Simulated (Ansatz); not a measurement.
**Cs on Cu(110): change of the work function**

Aim: the work function of Cu(110) at several coverages of Cs (hollow site), and the dipole that each adsorbate carries.

Method: plane-wave DFT, PBE, Ansatz PAW, in Ansatz 0.2.0.

### Step 1. The structure

The cell holds 4 atoms: 4 Cu. Cell: a = 3.610 Å, b = 2.553 Å, c = 21.829 Å, α = 90.0°, β = 90.0°, γ = 90.0°. Vacuum lies along c.

### Step 2. The clean slab

The bare slab comes first, as the zero from which every change is counted. The two lowest layers are held at bulk places and the upper ones relax. The dipole correction removes the false field that a one-sided slab makes across the periodic vacuum, so each face gets a flat vacuum level of its own.

input.yaml reads:

```yaml
crystal:
  lattice:
    - [3.61, 0.0, 0.0]
    - [0.0, 2.5526554801, 0.0]
    - [0.0, 0.0, 21.8289832201]
  atoms:
    - { symbol: Cu, position: [0.5, 0.5, 0.412295887] }
    - { symbol: Cu, position: [0.0, 0.0, 0.4707652957] }
    - { symbol: Cu, position: [0.5, 0.5, 0.5292347043] }
    - { symbol: Cu, position: [0.0, 0.0, 0.587704113] }
kpoints:
  mp_grid: { grid: [12, 12, 1] }
hamiltonian:
  xc: pbe
scf:
  occupations: { method: fermi_dirac, width: 0.1 }
  convergence: { dr2_threshold: 1.0e-08 }
efield:
  axis: 3
  dipole_correction: true
  ramp_position: 0.97
  ramp_width: 0.06
relax:
  f_tol: 0.02
  max_steps: 60
  constraints: [{ sites: [0, 1] }]
output:
  write_potential: true
  write_density: true
  volumetric_format: npy
```

The run is started by

```
$ ansatz run input.yaml --threads 4 --pin off --max-ram 16384MiB --backend cpu --events-out ev --progress --plain --runs-dir out
```

Numbers of over 12 decimals in the logs are rounded to 6 here.

Output:

```text
Engine: ansatz 0.2.0, aarch64-unknown-linux-gnu
Pseudopotentials: kind: paw
Pseudopotential: Cu, paw, valence charge 19, recommended cutoff 420 eV (normal), Cu.paw.azcp
Functional definition: PBE
  parameter kappa = 0.804
  parameter beta = 0.066725
  exchange = pbe_x(kappa = kappa, mu = beta*pi^2/3)
  correlation = pbe_c(beta = beta)
Crystal: 4 atoms, lattice volume = 201.156 Å³
Basis set: ecut = 420 eV, 3941 PW (Γ), exchange–correlation on 50×36×300 points (8 copies of the dense FFT grid, shifted against one another)
Bands: 46, of which v1, the nominal top of the filled ones, is band 38 counted from 1 (37 counted from 0)
Symmetry: 4 space group operations
k-points: 49 of 144
Non-local potential: Cu, projectors of the file, l = 0: 3, l = 1: 2, l = 2: 3, l = 3: 1
PAW form: soft (Blöchl's): semilocal exchange-correlation on the pseudo side does not see the compensation charge
PAW one-centre angular grid: Cu, 590 points (default); XC on 64 Gauss nodes
Initial density: superposition of atomic densities (neutral atoms: chi_scale 0, normalization atom), corrected by the library's trained network
Initial wavefunctions: pseudopotential atomic-orbital guess
Functional: x = pbe(κ = 0.804, μ = 0.219515), c = pbe(β = 0.066725)
SCF iter   1: F=—  HF=-26498.839620 eV  |F-HF|=—  |Δ(HF+E_count)|=         —  Δρ=1.83e-3  dr2=3.89e-2  ethr=1.77e-3  p=0.000 e·Å  D=1.06e-13 V/Å  ΔV_dip=-0.00 eV  dr2_dipole=1.81e-9  V_vac-E_F(+/−)=4.30/4.30 eV  ⟨swp⟩=8.6  Hψ=10023  notcnv=0  defer=21
efield: sawtooth ramp at fractional position 0.9700 (set: `efield.ramp_position`, or a place that a band, a saddle search or an elastic batch's reference lends), width 0.0600; the density the first Hamiltonian is built on has a dipole p = 0.000 e·Å; the dipole correction subtracts the counter field D = 1.06e-13 V/Å, which shifts the + side's vacuum level by -0.00 eV against the − side's; the planar-averaged density in the ramp window peaks in size at 2.8e-6 e/Å³
preconditioner: auto → LDOS  [metal: Δε(μ)=0.026 eV  Ē_g=7.341 eV  σ=0.100 eV  W_gap=0.07  n_scr=38 (ndim 8)  ℏωp=17.4 eV  f_vac=0.693  D(μ)=1.55/eV (n_scr^D=8)  β→1.0]
SCF iter   2: F=—  HF=-26498.849870 eV  |F-HF|=—  |Δ(HF+E_count)|=   1.03e-2  Δρ=4.30e-3  dr2=2.76e-2  ethr=5.11e-5  p=0.000 e·Å  D=3.40e-5 V/Å  ΔV_dip=-0.00 eV  dr2_dipole=5.64e-8  V_vac-E_F(+/−)=4.39/4.39 eV  ⟨swp⟩=2.1  Hψ=4075  notcnv=0  defer=70
SCF iter   3: F=—  HF=-26498.844260 eV  |F-HF|=—  |Δ(HF+E_count)|=   5.61e-3  Δρ=8.28e-4  dr2=2.23e-3  ethr=3.63e-5  p=0.000 e·Å  D=1.32e-5 V/Å  ΔV_dip=-0.00 eV  dr2_dipole=4.16e-9  V_vac-E_F(+/−)=4.39/4.39 eV  ⟨swp⟩=2.1  Hψ=2910  notcnv=0  defer=70
SCF iter   4: F=—  HF=-26498.844465 eV  |F-HF|=—  |Δ(HF+E_count)|=   2.05e-4  Δρ=7.03e-4  dr2=8.80e-4  ethr=2.94e-6  p=0.000 e·Å  D=1.59e-5 V/Å  ΔV_dip=-0.00 eV  dr2_dipole=8.09e-10  V_vac-E_F(+/−)=4.38/4.38 eV  ⟨swp⟩=2.0  Hψ=3327  notcnv=0  defer=70
SCF iter   5: F=—  HF=-26498.844446 eV  |F-HF|=—  |Δ(HF+E_count)|=   1.91e-5  Δρ=3.29e-4  dr2=1.36e-4  ethr=1.16e-6  p=0.000 e·Å  D=8.78e-6 V/Å  ΔV_dip=-0.00 eV  dr2_dipole=4.02e-9  V_vac-E_F(+/−)=4.40/4.40 eV  ⟨swp⟩=2.0  Hψ=3374  notcnv=0  defer=70
SCF iter   6: F=—  HF=-26498.844437 eV  |F-HF|=—  |Δ(HF+E_count)|=   9.29e-6  Δρ=1.60e-4  dr2=3.83e-5  ethr=1.79e-7  p=0.000 e·Å  D=8.06e-6 V/Å  ΔV_dip=-0.00 eV  dr2_dipole=3.90e-10  V_vac-E_F(+/−)=4.40/4.40 eV  ⟨swp⟩=2.0  Hψ=3190  notcnv=0  defer=70
SCF iter   7: F=—  HF=-26498.844451 eV  |F-HF|=—  |Δ(HF+E_count)|=   1.37e-5  Δρ=3.90e-5  dr2=3.52e-6  ethr=5.04e-8  p=0.000 e·Å  D=5.05e-6 V/Å  ΔV_dip=-0.00 eV  dr2_dipole=8.10e-10  V_vac-E_F(+/−)=4.40/4.40 eV  ⟨swp⟩=2.0  Hψ=3148  notcnv=0  defer=70
SCF iter   8: F=—  HF=-26498.844410 eV  |F-HF|=—  |Δ(HF+E_count)|=   4.11e-5  Δρ=2.98e-5  dr2=1.11e-6  ethr=4.63e-9  p=0.000 e·Å  D=4.46e-6 V/Å  ΔV_dip=-0.00 eV  dr2_dipole=1.52e-9  V_vac-E_F(+/−)=4.41/4.41 eV  ⟨swp⟩=2.1  Hψ=3322  notcnv=0  defer=70
SCF iter   9: F=—  HF=-26498.844409 eV  |F-HF|=—  |Δ(HF+E_count)|=   5.06e-7  Δρ=6.35e-6  dr2=4.66e-8  ethr=1.46e-9  p=0.000 e·Å  D=3.61e-8 V/Å  ΔV_dip=-0.00 eV  dr2_dipole=3.83e-10  V_vac-E_F(+/−)=4.41/4.41 eV  ⟨swp⟩=2.0  Hψ=3183  notcnv=0  defer=70
SCF iter  10: F=—  HF=-26498.844410 eV  |F-HF|=—  |Δ(HF+E_count)|=   6.09e-7  Δρ=7.32e-6  dr2=7.28e-8  ethr=1.32e-11  p=0.000 e·Å  D=1.52e-6 V/Å  ΔV_dip=-0.00 eV  dr2_dipole=1.45e-10  V_vac-E_F(+/−)=4.41/4.41 eV  ⟨swp⟩=9.8  Hψ=15612  notcnv=0
SCF iter  11: F=—  HF=-26498.844410 eV  |F-HF|=—  |Δ(HF+E_count)|=   3.21e-8  Δρ=4.38e-6  dr2=2.56e-8  ethr=6.13e-11  p=-0.000 e·Å  D=-3.92e-7 V/Å  ΔV_dip=0.00 eV  dr2_dipole=9.38e-11  V_vac-E_F(+/−)=4.41/4.41 eV  ⟨swp⟩=2.0  Hψ=3419  notcnv=0  defer=61
SCF iter  12: F=-26498.844410 eV  HF=-26498.844410 eV  |F-HF|=4.57e-9  |Δ(HF+E_count)|=   3.61e-8  Δρ=7.69e-7  dr2=8.91e-10  ethr=1.32e-11  p=0.000 e·Å  D=9.59e-8 V/Å  ΔV_dip=-0.00 eV  dr2_dipole=1.50e-12  V_vac-E_F(+/−)=4.41/4.41 eV  ⟨swp⟩=8.8  Hψ=13776  notcnv=0
SCF 1 converged in 12 iterations: F = -26498.844410 eV  dr2 = 8.91e-10
  greatest PAW one-centre occupation: 1.000 electrons in one spin orbital (limit 2), on the Cu atom at site 0 (counted from 0), in its partial waves of l = 0
relax step   1: F+E_penalty+E_count = -26498.84440968 eV  Δ(F+E_penalty+E_count) = +0.000e0 eV  max|allowed force component| = 4.337e-1 eV/Å  Δτ_max = 0.0000 Å  (12 SCF iters, accepted)
Initial density: handed on by an earlier stage of this run
Initial wavefunctions: those handed on with the density
iter 1 solved again at ethr=2.74e-6 eV; its pass at ethr=3.10e-3 eV (dr2=2.08e-3 eV) is discarded
SCF iter   1: F=—  HF=-26498.856507 eV  |F-HF|=—  |Δ(HF+E_count)|=         —  Δρ=1.47e-3  dr2=2.03e-3  ethr=2.74e-6  p=0.000 e·Å  D=2.87e-7 V/Å  ΔV_dip=-0.00 eV  dr2_dipole=7.89e-6  V_vac-E_F(+/−)=4.41/4.41 eV  ⟨swp⟩=2.4  Hψ=7328  notcnv=0  defer=69
efield: sawtooth ramp at fractional position 0.9700 (set: `efield.ramp_position`, or a place that a band, a saddle search or an elastic batch's reference lends), width 0.0600; the density the first Hamiltonian is built on has a dipole p = 0.000 e·Å; the dipole correction subtracts the counter field D = 2.87e-7 V/Å, which shifts the + side's vacuum level by -0.00 eV against the − side's; the planar-averaged density in the ramp window peaks in size at 3.4e-6 e/Å³
preconditioner: auto → LDOS  [metal: Δε(μ)=0.060 eV  Ē_g=7.457 eV  σ=0.100 eV  W_gap=0.15  n_scr=38 (ndim 8)  ℏωp=17.4 eV  f_vac=0.692  D(μ)=1.63/eV (n_scr^D=8)  β→1.0]
[...]
SCF iter   6: F=—  HF=-26498.855709 eV  |F-HF|=—  |Δ(HF+E_count)|=   6.74e-7  Δρ=1.18e-5  dr2=4.45e-7  ethr=1.14e-8  p=-0.000 e·Å  D=-4.32e-5 V/Å  ΔV_dip=0.00 eV  dr2_dipole=9.52e-8  V_vac-E_F(+/−)=4.42/4.41 eV  ⟨swp⟩=2.0  Hψ=3175  notcnv=0  defer=69
SCF iter   7: F=—  HF=-26498.855710 eV  |F-HF|=—  |Δ(HF+E_count)|=   8.10e-7  Δρ=1.42e-5  dr2=2.37e-7  ethr=5.86e-10  p=-0.000 e·Å  D=-2.57e-5 V/Å  ΔV_dip=0.00 eV  dr2_dipole=4.48e-10  V_vac-E_F(+/−)=4.41/4.41 eV  ⟨swp⟩=3.6  Hψ=4531  notcnv=0  defer=69
SCF iter   8: F=—  HF=-26498.855710 eV  |F-HF|=—  |Δ(HF+E_count)|=   6.54e-8  Δρ=3.90e-6  dr2=2.56e-8  ethr=3.11e-10  p=-0.000 e·Å  D=-1.95e-5 V/Å  ΔV_dip=0.00 eV  dr2_dipole=2.48e-11  V_vac-E_F(+/−)=4.41/4.41 eV  ⟨swp⟩=2.0  Hψ=3159  notcnv=0  defer=69
SCF iter   9: F=-26498.855710 eV  HF=-26498.855710 eV  |F-HF|=7.00e-9  |Δ(HF+E_count)|=   5.23e-8  Δρ=1.91e-6  dr2=7.75e-9  ethr=1.32e-11  p=-0.000 e·Å  D=-1.52e-5 V/Å  ΔV_dip=0.00 eV  dr2_dipole=1.50e-10  V_vac-E_F(+/−)=4.41/4.41 eV  ⟨swp⟩=9.0  Hψ=14755  notcnv=0
SCF 2 converged in 9 iterations: F = -26498.855710 eV  dr2 = 7.75e-9
relax step   2: F+E_penalty+E_count = -26498.85571010 eV  Δ(F+E_penalty+E_count) = -1.130e-2 eV  max|allowed force component| = 3.031e-1 eV/Å  Δτ_max = 0.0205 Å  (9 SCF iters, accepted)
SCF iter   1: F=—  HF=-26498.870325 eV  |F-HF|=—  |Δ(HF+E_count)|=         —  Δρ=3.28e-3  dr2=1.04e-2  ethr=1.38e-4  p=-0.000 e·Å  D=-1.53e-5 V/Å  ΔV_dip=0.00 eV  dr2_dipole=6.45e-5  V_vac-E_F(+/−)=4.42/4.42 eV  ⟨swp⟩=4.6  Hψ=5913  notcnv=0  defer=69
efield: sawtooth ramp at fractional position 0.9700 (set: `efield.ramp_position`, or a place that a band, a saddle search or an elastic batch's reference lends), width 0.0600; the density the first Hamiltonian is built on has a dipole p = -0.000 e·Å; the dipole correction subtracts the counter field D = -1.53e-5 V/Å, which shifts the + side's vacuum level by +0.00 eV against the − side's; the planar-averaged density in the ramp window peaks in size at 5.0e-6 e/Å³
preconditioner: auto → LDOS  [metal: Δε(μ)=0.062 eV  Ē_g=7.466 eV  σ=0.100 eV  W_gap=0.15  n_scr=38 (ndim 8)  ℏωp=17.4 eV  f_vac=0.693  D(μ)=1.60/eV (n_scr^D=8)  β→1.0]
SCF iter   2: F=—  HF=-26498.867857 eV  |F-HF|=—  |Δ(HF+E_count)|=   2.47e-3  Δρ=2.53e-3  dr2=9.92e-3  ethr=1.36e-5  p=-0.001 e·Å  D=-6.25e-4 V/Å  ΔV_dip=0.01 eV  dr2_dipole=2.97e-4  V_vac-E_F(+/−)=4.46/4.44 eV  ⟨swp⟩=2.0  Hψ=4766  notcnv=0  defer=67
SCF iter   3: F=—  HF=-26498.868105 eV  |F-HF|=—  |Δ(HF+E_count)|=   2.49e-4  Δρ=2.95e-3  dr2=1.06e-2  ethr=1.31e-5  p=0.001 e·Å  D=4.83e-4 V/Å  ΔV_dip=-0.01 eV  dr2_dipole=3.94e-5  V_vac-E_F(+/−)=4.42/4.43 eV  ⟨swp⟩=2.0  Hψ=4201  notcnv=0  defer=67
SCF iter   4: F=—  HF=-26498.866901 eV  |F-HF|=—  |Δ(HF+E_count)|=   1.20e-3  Δρ=1.88e-3  dr2=4.37e-3  ethr=1.31e-5  p=0.000 e·Å  D=2.41e-4 V/Å  ΔV_dip=-0.01 eV  dr2_dipole=1.68e-5  V_vac-E_F(+/−)=4.42/4.43 eV  ⟨swp⟩=1.0  Hψ=2189  notcnv=0  defer=67
SCF iter   5: F=—  HF=-26498.866139 eV  |F-HF|=—  |Δ(HF+E_count)|=   7.61e-4  Δρ=4.79e-4  dr2=2.67e-4  ethr=5.75e-6  p=-0.000 e·Å  D=-1.94e-4 V/Å  ΔV_dip=0.00 eV  dr2_dipole=4.24e-7  V_vac-E_F(+/−)=4.43/4.43 eV  ⟨swp⟩=2.0  Hψ=3232  notcnv=0  defer=67
SCF iter   6: F=—  HF=-26498.866075 eV  |F-HF|=—  |Δ(HF+E_count)|=   6.42e-5  Δρ=6.53e-5  dr2=7.23e-6  ethr=3.51e-7  p=-0.000 e·Å  D=-2.68e-4 V/Å  ΔV_dip=0.01 eV  dr2_dipole=2.93e-7  V_vac-E_F(+/−)=4.43/4.43 eV  ⟨swp⟩=2.0  Hψ=3246  notcnv=0  defer=67
SCF iter   7: F=—  HF=-26498.866019 eV  |F-HF|=—  |Δ(HF+E_count)|=   5.56e-5  Δρ=3.49e-5  dr2=2.80e-6  ethr=9.52e-9  p=-0.000 e·Å  D=-3.00e-4 V/Å  ΔV_dip=0.01 eV  dr2_dipole=3.05e-7  V_vac-E_F(+/−)=4.43/4.43 eV  ⟨swp⟩=2.0  Hψ=3994  notcnv=0  defer=67
SCF iter   8: F=—  HF=-26498.866020 eV  |F-HF|=—  |Δ(HF+E_count)|=   3.36e-7  Δρ=3.28e-5  dr2=1.56e-6  ethr=3.69e-9  p=-0.000 e·Å  D=-3.00e-4 V/Å  ΔV_dip=0.01 eV  dr2_dipole=7.27e-8  V_vac-E_F(+/−)=4.43/4.43 eV  ⟨swp⟩=2.0  Hψ=3106  notcnv=0  defer=67
SCF iter   9: F=—  HF=-26498.866020 eV  |F-HF|=—  |Δ(HF+E_count)|=   3.69e-8  Δρ=5.54e-6  dr2=1.37e-7  ethr=2.06e-9  p=-0.000 e·Å  D=-3.03e-4 V/Å  ΔV_dip=0.01 eV  dr2_dipole=2.28e-8  V_vac-E_F(+/−)=4.43/4.43 eV  ⟨swp⟩=2.0  Hψ=3035  notcnv=0  defer=67
SCF iter  10: F=-26498.866020 eV  HF=-26498.866020 eV  |F-HF|=6.27e-8  |Δ(HF+E_count)|=   1.36e-7  Δρ=1.68e-6  dr2=5.92e-9  ethr=1.32e-11  p=-0.000 e·Å  D=-3.04e-4 V/Å  ΔV_dip=0.01 eV  dr2_dipole=2.60e-10  V_vac-E_F(+/−)=4.43/4.43 eV  ⟨swp⟩=7.9  Hψ=15803  notcnv=0
SCF 3 converged in 10 iterations: F = -26498.866020 eV  dr2 = 5.92e-9
relax step   3: F+E_penalty+E_count = -26498.86601991 eV  Δ(F+E_penalty+E_count) = -1.031e-2 eV  max|allowed force component| = 6.178e-3 eV/Å  Δτ_max = 0.0556 Å  (10 SCF iters, accepted)
NSCF: frozen V_eff on 49 k-points
the search or the solves at the SCF's close seem to have found levels that the self-consistency loop had missed (the run counts 1). By its estimate they hold under 1e-12 electrons; where the run keeps them, the occupations were computed again with them
WARN: The input density's exchange-correlation potential varies sharply where the density is thin. Do not read a vacuum level from v_tot or v_xc, or from such a field of the output density. On a cell that repeats whose density bears no net charge and no dipole along the vacuum's axis use v_es (v_loc + v_h of the components); under efield.dipole_correction with no amplitude use v_es + v_field, which holds any external [...]
SCF converged after 10 iterations
Free energy (F): -26498.866020 eV
Harris-Foulkes:  -26498.866020 eV  (|F-HF|=6.27e-8)
Internal energy: -26498.813342 eV  (E = F + TS)
E sigma→0 (E₀):  -26498.839681 eV
Entropy (-TS):   -0.052678 eV (-13.170 meV/atom)
Fermi energy:    0.599702 eV
Dipole field:    D = -0.000325 V/Å  (p = -0.000362 e·Å, saw-weighted, corrected)
Work function:   Φ+ = 4.4340 eV   Φ− = 4.4269 eV
Levels:          The Fermi level and band energies are counted from a zero that moves with the ramp; work functions are not
--- Per-component energies (eV) ---
  E_band       = -2645.086871
  E_kinetic    = 1197.356169
  E_local      = -139158.538289  (includes V_loc(G=0)·N_el)
  E_nonlocal   = 1570.109886
  E_hartree    = 68014.072616
  E_xc         = -353.452587
  E_vxc        = -455.672866  (∫ρ·V_xc dr)
  E_paw        = -6661.783575  (= ΣΔE_a)
  E_vpaw       = -1826.478682  (= ΣTr[D̂ρ^β])
  E_aug_tail   = 0.001113  (compensation charges beyond the density's cutoff)
  E_efield     = 0.000000  (sawtooth field / dipole correction)
  E_vefield    = 0.000260  (∫n·V_field dr)
  E_ewald      = 48893.421326
  E_smearing   = -0.052678  (= −TS)
  E_closure    = 0.000000  (closes the sum)
  Σ components = -26498.866020   (vs F -26498.866020, Δ=0.00e0)
--- Forces (eV/Å), atoms counted from 1 ---
  atom   1  Cu     0.00000000     0.00000000     0.39489467
  atom   2  Cu     0.00000000     0.00000000    -0.39547061
  atom   3  Cu     0.00000000     0.00000000     0.00617840
  atom   4  Cu     0.00000000     0.00000000    -0.00556464
  max |Σ_I F_I| component: 3.78e-5 eV/Å
--- Band table (eV; the first three rows and the last of 49) ---
  k-point 0: bands = [... 34 lower, -1.1118, -0.9747, -0.9585, -0.7847, -0.0266, 2.7061, 3.7012, 4.5938, ... 4 higher]
  k-point 1: bands = [... 34 lower, -1.0342, -1.0075, -0.8924, -0.8681, 0.1231, 2.8767, 4.0118, 4.7516, ... 4 higher]
  k-point 2: bands = [... 34 lower, -1.0976, -1.0026, -0.9500, -0.8175, 0.5503, 3.3665, 4.8493, 5.2218, ... 4 higher]
  k-point 48: bands = [... 34 lower, -0.8274, -0.7855, 1.2466, 1.2826, 4.3491, 4.4451, 4.8089, 4.8495, ... 4 higher]
--- Relaxed structure (3 steps of the walk, 3 accepted, 0 SCFs on fresh bases) ---
  F+E_penalty+E_count = -26498.86601991 eV   max|allowed force component| = 6.178e-3 eV/Å
  atoms:
    - { symbol: Cu, position: [0.5, 0.5, 0.412296] }
    - { symbol: Cu, position: [0.0, 0.0, 0.4707652957] }
    - { symbol: Cu, position: [0.5, 0.5, 0.532718] }
    - { symbol: Cu, position: [0.0, 0.0, 0.586149] }
```

Wall time 36 s (4 threads of Arm Neoverse V1, shared host); peak memory 0.68 GiB.

Step by step:

| step | energy less that of the first step (eV) | largest force component (eV/Å) |
| --- | --- | --- |
| 1 | 0.0000 | 0.4337 |
| 2 | -0.0113 | 0.3031 |
| 3 | -0.0216 | 0.0062 |

Forces are held to the 4 operations that the run works with; a distortion that breaks them can't arise in this run.

The atoms that moved most (Å):

```csv
atom,dx,dy,dz,length
Cu3,0.000,0.000,0.076,0.076
Cu4,0.000,0.000,-0.034,0.034
```

Numbers from this step:

| Quantity | Value |
| --- | --- |
| energy at zero smearing | -26498.8397 eV |
| work function, upper face | 4.434 eV |
| dipole along the normal | -3.62e-4 e·Å |

Running mean over 1.276 Å of the planar mean; the ramp of the sawtooth is left out. Electron's electrostatic potential energy less the Fermi level against z:

z (Å), electron's electrostatic potential energy less the Fermi level (eV) and a bar from the least value:
```
        3       4.43 ##############################
        4       4.43 ##############################
        5       4.43 ##############################
        6       4.40 ##############################
        7       4.17 #############################
        8       0.97 #######################
        9      -7.52 #####
       10      -8.65 ##
       11      -8.19 ###
       12      -9.65 
       13      -6.67 ######
       14       2.39 ##########################
       15       4.28 ##############################
       16       4.42 ##############################
       17       4.43 ##############################
       18       4.43 ##############################
```

The relaxation took 3 steps and lowered the energy by 0.022 eV; the largest force on the free atoms ends at 0.0062 eV/Å.

The work function of the upper face is 4.43 eV.

[end of part 1 of 4]

[Logs are printed without paths, hosts, clocks, repeated set-up lines and the standing remarks that a program may print on its own settings, such as how far it seeks lower states.]

[Hosts, paths, dates, database ids (printed as entryN), source tags and the programs' standing remarks are cut or masked in the printed files.]

[Maps of the electrostatic potential energy from Ansatz leave out the sawtooth potential of an applied field or a dipole correction, so their vacuum need not be flat; planar profiles and work functions include it.]
